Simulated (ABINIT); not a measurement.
# Beyond one shot: CsH (Fm-3m)

Wanted: G0W0 and self-consistent gaps of CsH (Fm-3m), with the cost of the cycles.

Main program and level: ABINIT 10.8.3; LDA and many-body steps on it, plane waves.

Most raw output is cut from this account.

The database entry behind the starting cell differs from later determinations by our own check (0.1 to 0.3 % short, probably kX units), so it need not match the best structure at ambient conditions.

**1. The starting structure**

It takes space group Fm-3m (No. 225, cubic). The conventional cell has a = 6.376 Å, b = 6.376 Å, c = 6.376 Å, α = 90.00°, β = 90.00°, γ = 90.00°. Cs has 6 H at 3.19 Å nearest. Nearest to H lie 6 Cs at 3.19 Å. Farther neighbours are not listed.

Structure file:

```cif
data_structure
_symmetry_space_group_name_H-M 'Fm-3m'
_symmetry_Int_Tables_number 225
_cell_length_a 6.3760
_cell_length_b 6.3760
_cell_length_c 6.3760
_cell_angle_alpha 90.000
_cell_angle_beta 90.000
_cell_angle_gamma 90.000
_cell_volume 259.21
loop_
_atom_site_label
_atom_site_type_symbol
_atom_site_symmetry_multiplicity
_atom_site_Wyckoff_symbol
_atom_site_fract_x
_atom_site_fract_y
_atom_site_fract_z
_atom_site_occupancy
Cs1 Cs 4 a 0.00000 0.00000 0.00000 1
H1 H 4 b 0.50000 0.00000 0.00000 1
```

The cell and positions come from the Crystallography Open Database and are kept as given unless a step says otherwise. Spin-orbit coupling is left out unless a step names it.

**2. Empty states on the mesh, 4×4×4 mesh, 51 bands**

This step: ABINIT 10.8.3; DFT, LDA, plane waves, norm-conserving pseudopotentials.

The sums over transitions need many empty states on a uniform mesh; this step solves for them.

File run.abi:

```
acell 3*1.0 Angstrom
rprim 
  -0.000000000000 3.188000000000 3.188000000000
  3.188000000000 -0.000000000000 3.188000000000
  3.188000000000 3.188000000000 -0.000000000000
ntypat 2
znucl 55 1
natom 2
typat 1 2
xred 
  0.000000000000 0.000000000000 0.000000000000
  0.500000000000 0.500000000000 0.500000000000
pp_dirpath "pseudos"
pseudos "Cs.upf, H.upf"
ecut 31
ngkpt 4 4 4
nshiftk 1
shiftk 0 0 0
kptopt 1
chksymbreak 0
iscf -2
irdden 1
istwfk *1
nband 51
nbdbuf 4
tolwfr 1e-09
nstep 60
prtvol 0
indata_prefix "in"
outdata_prefix "out"
tmpdata_prefix "tmp"
```

The run is started by

```
OMP_NUM_THREADS=1 mpirun -n 4 abinit run.abi > log
```

Run time: 21 s. Hardware: 4 MPI ranks of Arm Neoverse N1, shared host; peak memory 0.28 GiB; 85 s of CPU time.

Numbers from this step:

* gap: 1.956 eV
* k of the valence top: 0.5, 0, 0
* k of the conduction bottom: 0.5, 0, 0
* least direct gap: 1.956 eV
* k points computed: 8
* lowest point of the top converged band, above the valence top: 33.25 eV

On this mesh the gap is 1.956 eV.

The density comes from a self-consistent run that is not shown.

**3. Screening, 4×4×4 mesh, 47 bands, screening to 106.1 eV**

The RPA dielectric matrix is built and inverted for each q.

This step: RPA screening on LDA, plane waves, norm-conserving pseudopotentials.

run.abi, as its differences from that of step 2:

```diff
@@ -20,10 +20,11 @@
 chksymbreak 0
-iscf -2
-irdden 1
 istwfk *1
-nband 51
-nbdbuf 4
-tolwfr 1e-09
-nstep 60
-prtvol 0
+occopt 1
+irdwfk 1
+optdriver 3
+nband 47
+ecuteps 3.9
+inclvkb 2
+awtr 1
+symchi 1
 indata_prefix "in"
```

It took 12 s on 4 MPI ranks; peak memory 0.62 GiB.

This step gave:

```
ε∞ with local fields, on this mesh, along the program's q direction : 3.242
the same without local fields                                       : 3.758
plasma frequency                                                    : 14.59 eV
plane waves in the screening matrix                                 : 169
```

Local fields lower ε∞ by 14 %.

**4. G0W0**

The self-energy is evaluated for the states that the input lists, and the levels follow from it, in one-shot runs by the linearised quasiparticle equation.

This step: G0W0 on LDA, plane waves, norm-conserving pseudopotentials.

run.abi, as its differences from that of step 3:

```diff
@@ -23,8 +23,17 @@
 irdwfk 1
-optdriver 3
+optdriver 4
 nband 47
+gwcalctyp 0
+ecutsigx 31
+symsigma 1
+nkptgw 2
+kptgw 
+  0.5000000000 0.0000000000 0.0000000000
+  0.0000000000 0.0000000000 0.0000000000
+bdgw 
+  3 8
+  2 8
 ecuteps 3.9
-inclvkb 2
-awtr 1
-symchi 1
+irdscr 1
+ppmodel 1
 indata_prefix "in"
```

Wall time 8.8 s (4 MPI ranks); peak memory 0.57 GiB.

Numbers from this step:

- G0W0 gap on the points computed: 4.019 eV
- starting gap on the mesh: 1.956 eV
- k of the valence top: 0.5, 0, 0
- k of the conduction bottom: 0.5, 0, 0
- Z at the valence top: 0.776
- Z at the conduction bottom: 0.833
- least direct G0W0 gap on the computed points: 4.019 eV

The gap on the mesh goes from 1.96 eV to 4.02 eV, a correction of +2.06 eV.

**5. evGW0, cycle 1**

This step: evGW0 on LDA, plane waves, norm-conserving pseudopotentials.

run.abi, as its differences from that of step 4:

```diff
@@ -25,12 +25,24 @@
 nband 47
-gwcalctyp 0
+gwcalctyp 10
 ecutsigx 31
 symsigma 1
-nkptgw 2
+nkptgw 8
 kptgw 
+  0.0000000000 0.0000000000 0.0000000000
+  0.2500000000 0.0000000000 0.0000000000
   0.5000000000 0.0000000000 0.0000000000
-  0.0000000000 0.0000000000 0.0000000000
+  0.2500000000 0.2500000000 0.0000000000
+  0.5000000000 0.2500000000 0.0000000000
+  -0.2500000000 0.2500000000 0.0000000000
+  0.5000000000 0.5000000000 0.0000000000
+  -0.2500000000 0.5000000000 0.2500000000
 bdgw 
-  3 8
-  2 8
+  1 9
+  1 9
+  1 9
+  1 9
+  1 9
+  1 9
+  1 9
+  1 9
 ecuteps 3.9
```

Wall time 57 s (4 MPI ranks); peak memory 1 GiB; 3.8 min of CPU time.

Numbers from this step:

```
quasiparticle gap on the mesh                         : 4.532 eV
gap of the density functional on the mesh             : 1.956 eV
k of the valence top                                  : 0.5, 0, 0
k of the conduction bottom                            : 0.5, 0, 0
Z at the valence top                                  : 0.776
Z at the conduction bottom                            : 0.833
least direct quasiparticle gap on the computed points : 4.532 eV
```

Against G0W0 in ABINIT (4×4×4 mesh, 47 bands, screening to 106.1 eV, Godby-Needs plasmon pole), the gap moves by +0.513 eV. This first cycle still uses the starting levels; it takes the full correction, at all points of the mesh, and its linearised value is 4.019 eV.

**6. evGW0, cycle 2**

The corrected levels of the last cycle go back in.

run.abi, as its differences from that of step 5:

```diff
@@ -50,2 +50,3 @@
 ppmodel 1
+irdqps 1
 indata_prefix "in"
```

Elapsed: 56 s, on 4 MPI ranks; peak memory 1 GiB; 3.7 min of CPU time.

This step gave:

* quasiparticle gap on the mesh: 4.354 eV
* gap of the density functional on the mesh: 1.956 eV
* k of the valence top: 0.5, 0, 0
* k of the conduction bottom: 0.5, 0, 0
* least direct quasiparticle gap on the computed points: 4.354 eV

Against the cycle before, the gap moves by −0.178 eV.

**7. evGW0, cycle 3**

run.abi is that of step 6.

Run time: 56 s. Hardware: 4 MPI ranks; peak memory 1 GiB; 3.8 min of CPU time.

Numbers from this step:

- quasiparticle gap on the mesh: 4.365 eV
- gap of the density functional on the mesh: 1.956 eV
- k of the valence top: 0.5, 0, 0
- k of the conduction bottom: 0.5, 0, 0
- least direct quasiparticle gap on the computed points: 4.365 eV

Against the cycle before, the gap moves by +0.011 eV.

**8. evGW0, cycle 4**

run.abi is that of step 7.

It took 57 s on 4 MPI ranks; peak memory 1 GiB.

Numbers from this step:

```
quasiparticle gap on the mesh                         : 4.364 eV
gap of the density functional on the mesh             : 1.956 eV
k of the valence top                                  : 0.5, 0, 0
k of the conduction bottom                            : 0.5, 0, 0
least direct quasiparticle gap on the computed points : 4.364 eV
```

Against the cycle before, the gap moves by −0.001 eV.

**9. Screening, 4×4×4 mesh, 47 bands, screening to 106.1 eV**

This step: RPA screening on LDA, plane waves, norm-conserving pseudopotentials.

File run.abi:

```
acell 3*1.0 Angstrom
rprim 
  -0.000000000000 3.188000000000 3.188000000000
  3.188000000000 -0.000000000000 3.188000000000
  3.188000000000 3.188000000000 -0.000000000000
ntypat 2
znucl 55 1
natom 2
typat 1 2
xred 
  0.000000000000 0.000000000000 0.000000000000
  0.500000000000 0.500000000000 0.500000000000
pp_dirpath "pseudos"
pseudos "Cs.upf, H.upf"
ecut 31
ngkpt 4 4 4
nshiftk 1
shiftk 0 0 0
kptopt 1
chksymbreak 0
istwfk *1
occopt 1
irdwfk 1
optdriver 3
nband 47
ecuteps 3.9
inclvkb 2
awtr 1
symchi 1
gwcalctyp 10
mbpt_sciss 2.556 eV
nqptdm 1
qptdm 
  0 0 0
indata_prefix "in"
outdata_prefix "out"
tmpdata_prefix "tmp"
```

Wall time 4.6 s (4 MPI ranks); peak memory 0.43 GiB; 18 s of CPU time.

Numbers from this step:

```yaml
eps_infinity_with_local_fields_on_this_mesh_along_the_program_s_q_direction: 2.542
the_same_without_local_fields: 2.868
plasma_frequency: 14.59 eV
plane_waves_in_the_screening_matrix: 169
```

This screening uses the functional's bands under a rigid shift, the mean opening of the cycle before.

**10. Screening, 4×4×4 mesh, 47 bands, screening to 106.1 eV**

This step: RPA screening on LDA from quasiparticle energies, plane waves, norm-conserving pseudopotentials.

run.abi, as its differences from that of step 9:

```diff
@@ -29,7 +29,13 @@
 symchi 1
+irdqps 1
 gwcalctyp 10
-mbpt_sciss 2.556 eV
-nqptdm 1
+nqptdm 7
 qptdm 
-  0 0 0
+  0.2500000000 0.0000000000 0.0000000000
+  0.5000000000 0.0000000000 0.0000000000
+  0.2500000000 0.2500000000 0.0000000000
+  0.5000000000 0.2500000000 0.0000000000
+  -0.2500000000 0.2500000000 0.0000000000
+  0.5000000000 0.5000000000 0.0000000000
+  -0.2500000000 0.5000000000 0.2500000000
 indata_prefix "in"
```

File mrgscr.stdin:

```
2
merged
q0_SCR
out_SCR
1
```

The run is started by

```
OMP_NUM_THREADS=1 mpirun -n 4 abinit run.abi > log; mrgscr < mrgscr.stdin
```

It took 11 s on 4 MPI ranks; peak memory 0.55 GiB; 44 s of CPU time.

Numbers from this step:

```yaml
plasma_frequency: 14.59 eV
plane_waves_in_the_screening_matrix: 169
```

This screening reads the quasiparticle levels of the cycle before.

**11. evGW, cycle 1**

This step: evGW on LDA, plane waves, norm-conserving pseudopotentials.

run.abi, as its differences from that of step 10:

```diff
@@ -23,12 +23,10 @@
 irdwfk 1
-optdriver 3
+optdriver 4
 nband 47
-ecuteps 3.9
-inclvkb 2
-awtr 1
-symchi 1
-irdqps 1
 gwcalctyp 10
-nqptdm 7
-qptdm 
+ecutsigx 31
+symsigma 1
+nkptgw 8
+kptgw 
+  0.0000000000 0.0000000000 0.0000000000
   0.2500000000 0.0000000000 0.0000000000
@@ -40,2 +38,15 @@
   -0.2500000000 0.5000000000 0.2500000000
+bdgw 
+  1 9
+  1 9
+  1 9
+  1 9
+  1 9
+  1 9
+  1 9
+  1 9
+ecuteps 3.9
+irdscr 1
+ppmodel 1
+irdqps 1
 indata_prefix "in"
```

The run is started by

```
OMP_NUM_THREADS=1 mpirun -n 4 abinit run.abi > log
```

Wall time 56 s (4 MPI ranks); peak memory 1 GiB.

Numbers from this step:

| Quantity | Value |
| --- | --- |
| quasiparticle gap on the mesh | 4.917 eV |
| gap of the density functional on the mesh | 1.956 eV |
| k of the valence top | 0.5, 0, 0 |
| k of the conduction bottom | 0.5, 0, 0 |
| least direct quasiparticle gap on the computed points | 4.917 eV |

Against G0W0 in ABINIT (4×4×4 mesh, 47 bands, screening to 106.1 eV, Godby-Needs plasmon pole), the gap moves by +0.898 eV.

**12. Screening, 4×4×4 mesh, 47 bands, screening to 106.1 eV**

This step: RPA screening on LDA, plane waves, norm-conserving pseudopotentials.

File run.abi:

```
acell 3*1.0 Angstrom
rprim 
  -0.000000000000 3.188000000000 3.188000000000
  3.188000000000 -0.000000000000 3.188000000000
  3.188000000000 3.188000000000 -0.000000000000
ntypat 2
znucl 55 1
natom 2
typat 1 2
xred 
  0.000000000000 0.000000000000 0.000000000000
  0.500000000000 0.500000000000 0.500000000000
pp_dirpath "pseudos"
pseudos "Cs.upf, H.upf"
ecut 31
ngkpt 4 4 4
nshiftk 1
shiftk 0 0 0
kptopt 1
chksymbreak 0
istwfk *1
occopt 1
irdwfk 1
optdriver 3
nband 47
ecuteps 3.9
inclvkb 2
awtr 1
symchi 1
gwcalctyp 10
mbpt_sciss 3.165 eV
nqptdm 1
qptdm 
  0 0 0
indata_prefix "in"
outdata_prefix "out"
tmpdata_prefix "tmp"
```

Elapsed: 4.6 s, on 4 MPI ranks; peak memory 0.4 GiB.

This step gave:

| Item | Value |
| --- | --- |
| ε∞ with local fields, on this mesh, along the program's q direction | 2.448 |
| the same without local fields | 2.748 |
| plasma frequency | 14.59 eV |
| plane waves in the screening matrix | 169 |

This screening uses the functional's bands under a rigid shift, the mean opening of the cycle before.

**13. Screening, 4×4×4 mesh, 47 bands, screening to 106.1 eV**

This step: RPA screening on LDA from quasiparticle energies, plane waves, norm-conserving pseudopotentials.

run.abi, as its differences from that of step 12:

```diff
@@ -29,7 +29,13 @@
 symchi 1
+irdqps 1
 gwcalctyp 10
-mbpt_sciss 3.165 eV
-nqptdm 1
+nqptdm 7
 qptdm 
-  0 0 0
+  0.2500000000 0.0000000000 0.0000000000
+  0.5000000000 0.0000000000 0.0000000000
+  0.2500000000 0.2500000000 0.0000000000
+  0.5000000000 0.2500000000 0.0000000000
+  -0.2500000000 0.2500000000 0.0000000000
+  0.5000000000 0.5000000000 0.0000000000
+  -0.2500000000 0.5000000000 0.2500000000
 indata_prefix "in"
```

mrgscr.stdin is that of step 10.

The run is started by

```
OMP_NUM_THREADS=1 mpirun -n 4 abinit run.abi > log; mrgscr < mrgscr.stdin
```

Wall time 11 s (4 MPI ranks); peak memory 0.55 GiB.

Numbers from this step:

* plasma frequency: 14.59 eV
* plane waves in the screening matrix: 169

This screening reads the quasiparticle levels of the cycle before.

**14. evGW, cycle 2**

This step: evGW on LDA, plane waves, norm-conserving pseudopotentials.

run.abi, as its differences from that of step 13:

```diff
@@ -23,12 +23,10 @@
 irdwfk 1
-optdriver 3
+optdriver 4
 nband 47
-ecuteps 3.9
-inclvkb 2
-awtr 1
-symchi 1
-irdqps 1
 gwcalctyp 10
-nqptdm 7
-qptdm 
+ecutsigx 31
+symsigma 1
+nkptgw 8
+kptgw 
+  0.0000000000 0.0000000000 0.0000000000
   0.2500000000 0.0000000000 0.0000000000
@@ -40,2 +38,15 @@
   -0.2500000000 0.5000000000 0.2500000000
+bdgw 
+  1 9
+  1 9
+  1 9
+  1 9
+  1 9
+  1 9
+  1 9
+  1 9
+ecuteps 3.9
+irdscr 1
+ppmodel 1
+irdqps 1
 indata_prefix "in"
```

The run is started by

```
OMP_NUM_THREADS=1 mpirun -n 4 abinit run.abi > log
```

It took 57 s on 4 MPI ranks; peak memory 1 GiB; 3.8 min of CPU time.

Numbers from this step:

```
quasiparticle gap on the mesh                         : 4.992 eV
gap of the density functional on the mesh             : 1.956 eV
k of the valence top                                  : 0.5, 0, 0
k of the conduction bottom                            : 0.5, 0, 0
least direct quasiparticle gap on the computed points : 4.992 eV
```

Against the cycle before, the gap moves by +0.075 eV.

**15. Screening, 4×4×4 mesh, 47 bands, screening to 106.1 eV**

This step: RPA screening on LDA, plane waves, norm-conserving pseudopotentials.

File run.abi:

```
acell 3*1.0 Angstrom
rprim 
  -0.000000000000 3.188000000000 3.188000000000
  3.188000000000 -0.000000000000 3.188000000000
  3.188000000000 3.188000000000 -0.000000000000
ntypat 2
znucl 55 1
natom 2
typat 1 2
xred 
  0.000000000000 0.000000000000 0.000000000000
  0.500000000000 0.500000000000 0.500000000000
pp_dirpath "pseudos"
pseudos "Cs.upf, H.upf"
ecut 31
ngkpt 4 4 4
nshiftk 1
shiftk 0 0 0
kptopt 1
chksymbreak 0
istwfk *1
occopt 1
irdwfk 1
optdriver 3
nband 47
ecuteps 3.9
inclvkb 2
awtr 1
symchi 1
gwcalctyp 10
mbpt_sciss 3.241 eV
nqptdm 1
qptdm 
  0 0 0
indata_prefix "in"
outdata_prefix "out"
tmpdata_prefix "tmp"
```

Wall time 4.6 s (4 MPI ranks); peak memory 0.43 GiB.

This step gave:

```
ε∞ with local fields, on this mesh, along the program's q direction : 2.437
the same without local fields                                       : 2.734
plasma frequency                                                    : 14.59 eV
plane waves in the screening matrix                                 : 169
```

This screening uses the functional's bands under a rigid shift, the mean opening of the cycle before.

**16. Screening, 4×4×4 mesh, 47 bands, screening to 106.1 eV**

This step: RPA screening on LDA from quasiparticle energies, plane waves, norm-conserving pseudopotentials.

run.abi, as its differences from that of step 15:

```diff
@@ -29,7 +29,13 @@
 symchi 1
+irdqps 1
 gwcalctyp 10
-mbpt_sciss 3.241 eV
-nqptdm 1
+nqptdm 7
 qptdm 
-  0 0 0
+  0.2500000000 0.0000000000 0.0000000000
+  0.5000000000 0.0000000000 0.0000000000
+  0.2500000000 0.2500000000 0.0000000000
+  0.5000000000 0.2500000000 0.0000000000
+  -0.2500000000 0.2500000000 0.0000000000
+  0.5000000000 0.5000000000 0.0000000000
+  -0.2500000000 0.5000000000 0.2500000000
 indata_prefix "in"
```

mrgscr.stdin is that of step 13.

The run is started by

```
OMP_NUM_THREADS=1 mpirun -n 4 abinit run.abi > log; mrgscr < mrgscr.stdin
```

It took 11 s on 4 MPI ranks; peak memory 0.55 GiB; 43 s of CPU time.

This step gave:

- plasma frequency: 14.59 eV
- plane waves in the screening matrix: 169

This screening reads the quasiparticle levels of the cycle before.

**17. evGW, cycle 3**

This step: evGW on LDA, plane waves, norm-conserving pseudopotentials.

run.abi, as its differences from that of step 16:

```diff
@@ -23,12 +23,10 @@
 irdwfk 1
-optdriver 3
+optdriver 4
 nband 47
-ecuteps 3.9
-inclvkb 2
-awtr 1
-symchi 1
-irdqps 1
 gwcalctyp 10
-nqptdm 7
-qptdm 
+ecutsigx 31
+symsigma 1
+nkptgw 8
+kptgw 
+  0.0000000000 0.0000000000 0.0000000000
   0.2500000000 0.0000000000 0.0000000000
@@ -40,2 +38,15 @@
   -0.2500000000 0.5000000000 0.2500000000
+bdgw 
+  1 9
+  1 9
+  1 9
+  1 9
+  1 9
+  1 9
+  1 9
+  1 9
+ecuteps 3.9
+irdscr 1
+ppmodel 1
+irdqps 1
 indata_prefix "in"
```

The run is started by

```
OMP_NUM_THREADS=1 mpirun -n 4 abinit run.abi > log
```

Elapsed: 56 s, on 4 MPI ranks; peak memory 1 GiB.

Numbers from this step:

| Item | Value |
| --- | --- |
| quasiparticle gap on the mesh | 5 eV |
| gap of the density functional on the mesh | 1.956 eV |
| k of the valence top | 0.5, 0, 0 |
| k of the conduction bottom | 0.5, 0, 0 |
| least direct quasiparticle gap on the computed points | 5 eV |

Against the cycle before, the gap moves by +0.008 eV.

**18. Side by side**

Times are wall times on 4 MPI ranks of Arm Neoverse N1, shared host, good to a factor of about two. A run's time includes the screening step that it read.

| run | mesh | bands | screening cutoff (eV) | DFT gap (eV) | gap on the mesh (eV) | direct (eV) | ε∞ used | time |
| --- | --- | --- | --- | --- | --- | --- | --- | --- |
| G0W0 | 4×4×4 | 47 | 106.1 | 1.956 | 4.019 | 4.019 | 3.24 | 21 s |
| evGW0, cycle 1 | 4×4×4 | 47 | 106.1 | 1.956 | 4.532 | 4.532 | 3.24 | 69 s |
| evGW0, cycle 2 | 4×4×4 | 47 | 106.1 | 1.956 | 4.354 | 4.354 | 3.24 | 69 s |
| evGW0, cycle 3 | 4×4×4 | 47 | 106.1 | 1.956 | 4.365 | 4.365 | 3.24 | 69 s |
| evGW0, cycle 4 | 4×4×4 | 47 | 106.1 | 1.956 | 4.364 | 4.364 | 3.24 | 69 s |
| evGW, cycle 1 | 4×4×4 | 47 | 106.1 | 1.956 | 4.917 | 4.917 | 2.54 | 72 s |
| evGW, cycle 2 | 4×4×4 | 47 | 106.1 | 1.956 | 4.992 | 4.992 | 2.45 | 72 s |
| evGW, cycle 3 | 4×4×4 | 47 | 106.1 | 1.956 | 5.000 | 5.000 | 2.44 | 71 s |

**19. What came out**

```yaml
g0w0: 4.019 eV
evgw0_cycle_1: 4.532 eV
evgw0_cycle_2: 4.354 eV
evgw0_cycle_3: 4.365 eV
evgw0_cycle_4: 4.364 eV
evgw_cycle_1: 4.917 eV
evgw_cycle_2: 4.992 eV
evgw_cycle_3: 5.000 eV
known_limits: not at the basis limit; no spin-orbit coupling
```

**Reading.** Only the bands that the input lists are updated; the others, empty or deep, keep the functional's energies or take a rigid shift. The evGW loop starts from the last levels of evGW0, so its cycles and time come on top of those. evGW0 ends at 4.36 eV, +0.34 eV from G0W0, after 4 cycles that took 3.8 min beside the first screening; the last moved the gap by 0.001 eV. evGW ends at 5.00 eV, +0.98 eV from G0W0, after 3 cycles that took 3.6 min beside the first screening; the last moved the gap by 0.008 eV. The first cycle of evGW0 takes the full correction, without the factor Z, so it overshoots the one-shot value. Bands and cutoff are finite, so the gap is not at the basis limit. The miss can reach some tenths of an eV and take either sign; the mesh is an error of its own. In the updated screening the q = 0 part is built from Kohn-Sham bands under a rigid shift, the other q from the quasiparticle levels. The many-body steps are scalar-relativistic: spin-orbit coupling is not in them.

[Paths, hosts, dates, memory and timing lines, banners, echoed tables and standing remarks are left out of the program output.]

[Logs are printed without paths, hosts, clocks, repeated set-up lines and the standing remarks that a program may print on its own settings, such as how far it seeks lower states.]

[Runs of the session that timed out or met a known fault of the program may be left out.]

[Hosts, paths, dates, database ids (printed as entryN), source tags and the programs' standing remarks are cut or masked in the printed files.]

[G0W0 gaps are taken among the corrected bands and points alone; a level outside them can change the order at an edge.]

[Where Ansatz stands beside ABINIT at settings called matched, ABINIT's density can come from a denser mesh and the files from another edition; pairs whose starting gaps differed by over 0.03 eV were left out, so agreement reads better than it is.]
